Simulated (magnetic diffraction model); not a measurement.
# Which magnetic order? Ce2Mg2Tl

Space group Immm (no. 71), a = 4.4810 Å, b = 6.1070 Å, c = 9.5400 Å.

| site | atom | x | y | z |
| --- | --- | --- | --- | --- |
| 2a | Tl | 0 | 0 | 0 |
| 4j | Ce | 0 | 1/2 | 0.2041 |
| 4h | Mg | 1/2 | 0.7251 | 0 |

This is a made-up structure (elements placed in a structure type, unrelaxed), so the numbers test the method and describe no known phase.

Only Ce is taken to order (form factors of Ce3+); orders and moment sizes are assumed, and not adapted to the symmetry. Radiation: neutrons of λ = 4.2 Å, 8° to 100°; isotropic B of 0.32 Å² (Tl), 0.41 Å² (Ce) and 0.51 Å² (Mg). The intensities are simulated: I ∝ L Σ (|F_N|² + |F_M⊥|²) for unpolarised neutrons, with F_M = 2.695 fm/μB × Σ f(s) S exp(2πi Q·r) exp(−B s²) at Q = H ± k (one set where k and −k are equivalent), only the part normal to Q counting and L = 1/(sin²θ cos θ). For collinear order S is the moment m, which repeats by lattice and centring translations R with the sign exp(−2πi k·R). Form factors are spin-only for 3d ions and dipole or tabulated for f ions, scattering lengths are Sears's of 1992, and absorption is left out. A label names one of the reflections at its angle. The strongest nuclear line in the range is 100, and lines under 0.2 are left out.

Above the ordering temperature:

```
2θ (°)    index      I
 48.20  (0 1 1)    6.7
 52.24  (0 0 2)   20.0
 86.90  (0 2 0)    5.3
 93.63  (1 1 2)  100.0
 96.24  (0 1 3)   29.9
```

Below it (cell unchanged):

```tsv
2θ (°)	I
30.01	16.9
47.77	1.3
48.20	6.7
50.99	4.5
52.24	20.0
64.17	0.9
73.47	5.1
86.90	5.3
87.25	6.1
90.72	2.5
93.63	100.0
94.59	0.6
96.24	29.9
```

**Question.** Check that the new lines index with k = (1/2 0 1/2), then choose among these models:
A. collinear moments along [010], 1.5 μB on Ce; signs + at (0, 1/2, 0.2041), + at (0, 1/2, 0.7959)
B. collinear moments along [010], 1.5 μB on Ce; signs + at (0, 1/2, 0.2041), − at (0, 1/2, 0.7959)
C. collinear moments along [001], 1.5 μB on Ce; signs + at (0, 1/2, 0.2041), − at (0, 1/2, 0.7959)
D. collinear moments along [001], 1.5 μB on Ce; signs + at (0, 1/2, 0.2041), + at (0, 1/2, 0.7959)

The new lines index as (1/2 0 1/2) at 30.01°, (1/2 0 -3/2) at 47.77°, (1/2 1 -1/2) at 50.99° and (1/2 1 3/2) at 64.17°, that is as H ± k with k = (1/2 0 1/2), one of 2 inequivalent arms of its star (k and −k counted as one), which a powder can't tell apart. Half indices mean that the moments reverse under translations with k·R a half-integer, and the magnetic cell has twice the primitive volume.

Magnetic intensity, observed (below minus above) and for each model:

| 2θ (°) | index | observed | A | B | C | D |
| --- | --- | --- | --- | --- | --- | --- |
| 30.01 | (1/2 0 1/2) | 16.9 | 9.4 | 16.9 | 13.8 | 7.7 |
| 47.77 | (1/2 0 -3/2) | 1.3 | 9.5 | 1.3 | 0.4 | 3.2 |
| 50.99 | (1/2 1 -1/2) | 4.5 | 2.5 | 4.5 | 11.5 | 6.4 |
| 64.17 | (1/2 1 3/2) | 0.9 | 6.6 | 0.9 | 0.9 | 6.9 |
| 73.47 | (1/2 0 5/2) | 5.1 | <0.2 | 5.1 | 0.8 | <0.2 |
| 87.25 | (1/2 1 -5/2) | 6.1 | <0.2 | 6.1 | 2.9 | <0.2 |
| 90.72 | (3/2 0 -1/2) | 2.5 | 1.4 | 2.5 | 2.4 | 1.4 |
| 94.59 | (1/2 2 1/2) | 0.6 | 0.3 | 0.6 | 4.6 | 2.6 |

Model B matches.

The structure used: k = (1/2 0 1/2), collinear moments along [010], 1.5 μB on Ce; signs + at (0, 1/2, 0.2041), − at (0, 1/2, 0.7959).

[Logs are printed without paths, hosts, clocks, repeated set-up lines and the standing remarks that a program may print on its own settings, such as how far it seeks lower states.]
